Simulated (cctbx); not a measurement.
**What is wrong with this refinement?**

Cell a = 10.1010 Å, b = 11.6430 Å, c = 6.0930 Å, α = 90.00°, β = 90.00°, γ = 90.00°; space group Ibam (no. 72). The compound is Er2Ge5Ir3.

The data are simulated with cctbx, not measured: synchrotron X-rays, λ = 0.4959 Å, to d = 0.7 Å, 50 % of the full sphere, strongest reflection 70000 counts, noise from counting, a 1.5 % proportional error and a noise floor of 2 counts (s.d.); no absorption, and some extinction, which the refinements don't model.

An anisotropic refinement with weights 1/σ² prints:

```text
Rint 0.016, 592 unique reflections to 0.70 A
cycle     R1     wR2    GooF  max shift (A)
   1  0.1240  0.3447  18.773   0.01009
   3  0.0443  0.1350   7.354   0.00000
final R1 0.0443 wR2 0.1350 GooF 7.354  parameters 29  data/parameter 20.4
atom        x        y        z      Ueq    occ   su(xyz)  su(Uiso or U11)
Er1    0.89439  0.64406  0.00000   0.0071  1.000  0.00010  0.0005
Ir1    0.00000  0.00000  0.25000   0.0174  1.000  0.00000  0.0007
Ir2    0.22328  0.36171  0.50000   0.0253  1.000  0.00013  0.0007
Ge1    0.66715  0.59594  0.00000   0.0214  1.000  0.00033  0.0015
Ge2    0.00000  0.22857  0.25000   0.0234  1.000  0.00031  0.0016
Ge3    0.00000  0.50000  0.75000   0.0206  1.000  0.00000  0.0020
difference map: max 8.89 min -7.73 rms 1.10
Q1    0.0949  0.3360  0.0000    8    8.93  0.26 A from Er1
Q2    0.2473  0.0572  0.0000    8    2.58  0.99 A from Ir2
Q3    0.1766  0.2854  0.5000    8    2.45  1.01 A from Ir2
Q4    0.2382  0.2180  0.0000    8    2.25  1.01 A from Ir2
Q5    0.1667  0.4306  0.5000    8    2.13  0.98 A from Ir2
Q6    0.1780  0.1771  0.0000    8    2.10  1.09 A from Ir2
```

**Question.** Can this result stand? If not, what is the likely fault?

Mend it. The fault: elements exchanged: Ir2 is Er and Er1 is Ir. Against the right model at the same level, R1 goes from 0.0105 to 0.0443 and GooF from 1.18 to 7.35, U of Er1 shrinks from 0.0135 to 0.0071 Å², U of Ir2 swells from 0.0178 to 0.0253 Å², the top difference peak, 8.9 e/Å³, lies on Er1 and a hole of -7.7 e/Å³ opens. Ir2 has 9 electrons too many and its U swells to shed them, as expected; Er1 has 9 electrons too few and its U shrinks to make up, as expected.

The compound is Er2Ge5Ir3. The right model at the same level gives:

```text
Rint 0.016, 592 unique reflections to 0.70 A
cycle     R1     wR2    GooF  max shift (A)
   1  0.0107  0.0220   1.196   0.00005
   2  0.0105  0.0217   1.182   0.00000
final R1 0.0105 wR2 0.0217 GooF 1.182  parameters 29  data/parameter 20.4
atom        x        y        z      Ueq    occ   su(xyz)  su(Uiso or U11)
Ir1    0.89440  0.64413  0.00000   0.0135  1.000  0.00002  0.0001
Ir2    0.00000  0.00000  0.25000   0.0170  1.000  0.00000  0.0001
Er1    0.22320  0.36169  0.50000   0.0178  1.000  0.00002  0.0001
Ge1    0.66642  0.59540  0.00000   0.0205  1.000  0.00005  0.0002
Ge2    0.00000  0.22825  0.25000   0.0229  1.000  0.00005  0.0003
Ge3    0.00000  0.50000  0.75000   0.0205  1.000  0.00000  0.0003
difference map: max 0.82 min -1.54 rms 0.33
Q1    0.0000  0.1641  0.2500    8    0.83  0.75 A from Ge2
Q2    0.1546  0.2752  0.5000    8    0.79  1.22 A from Er1
Q3    0.0886  0.2243  0.0000    8    0.76  1.54 A from Ir1
Q4    0.0309  0.0803  0.1361   16    0.71  1.21 A from Ir2
Q5    0.0188  0.1521  0.3908   16    0.70  1.25 A from Ge2
Q6    0.1808  0.1182  0.2016   16    0.70  1.58 A from Er1
```

This is a model crystal, built by substitution and not relaxed, with assumed displacement parameters.

[Middle refinement cycles are left out of these outputs.]

[Logs are printed without paths, hosts, clocks, repeated set-up lines and the standing remarks that a program may print on its own settings, such as how far it seeks lower states.]
